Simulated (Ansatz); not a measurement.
# Static equation of state of rock-salt TiC, an end member of the NbC–TiC series (64 atoms)

The cell holds 64 atoms: 32 Ti and 32 C. Cell: a = 8.664 Å, b = 8.664 Å, c = 8.665 Å, α = 90.0°, β = 90.0°, γ = 90.0°. It derives from TiC. The starting structure: Rock-salt NbC, 2 x 2 x 2 conventional cells, 32 of 32 Nb sites given to Ti at random (x = 1.000), lattice by Vegard's rule (a = 4.328 Å); not relaxed, displaced by a Gaussian of 0.02 Å.

Calculated with Ansatz 0.2.0: Kohn-Sham DFT, PBE, PAW (set soft_2), plane waves; cutoff 420 eV, k-mesh 2×2×2, fermi-dirac smearing of 0.05 eV. Cell and atoms were relaxed first, to V0 = 10.163 Å³ an atom at a residual P0 = 0.012 GPa. The cell was then scaled evenly, and the atoms were relaxed at each volume.

| volume (Å³/atom) | pressure (GPa) |
| --- | --- |
| 9.1467 | 32.59 |
| 9.5532 | ? |
| 9.8581 | 8.127 |
| 10.468 | -6.976 |
| 10.773 | -12.98 |

**Question.** Fit the third-order Birch–Murnaghan equation to the rows given and interpolate to the withheld row.

Worked fit:

Take the Eulerian strain f = ½[(V0/V)^(2/3) − 1] and the normalised pressure F = (P − P0) / [3f(1 + 2f)^(5/2)]. The third-order Birch–Murnaghan equation is then the line F = B0 + (3/2)B0(B′ − 4) f, so u = f and v = F.

| u = f | v = F (GPa) |
| --- | --- |
| 0.0363830 | 250.393 |
| 0.0102568 | 250.674 |
| -0.00975641 | 250.805 |
| -0.0190508 | 250.575 |

With n = 4: mean u = 0.00445813, mean v = 250.612, Σ(u − ū)² = 0.0018075, Σ(u − ū)(v − v̄) = -0.0084904. Slope b = -0.0084904 / 0.0018075 = -4.6972; intercept a = v̄ − b ū = 250.63.

So B0 = a = 251 GPa and B′ = 4 + 2b/(3a) = 3.99. At the withheld volume f = 0.02106, F = a + b f = 250.5 GPa, and P = P0 + 3f(1 + 2f)^(5/2) F.

Prediction at 9.5532: 17.56 GPa. The run gave 17.56 GPa, so the fit is low by 0.0037 GPa (0.021 % of the value).

B′ = 4.0 lies in the range of 3 to 6 that is common for dense crystals. Among the rows given, the largest miss of the fit is at 9.1467, by 0.0089 GPa (0.020 % of the range of the table).

Limits: Static cells at zero temperature; the cell shape is held. The program notes that the SCF threshold of these relaxations is loose for the stress.

[Hosts, paths, dates, database ids (printed as entryN), source tags and the programs' standing remarks are cut or masked in the printed files.]
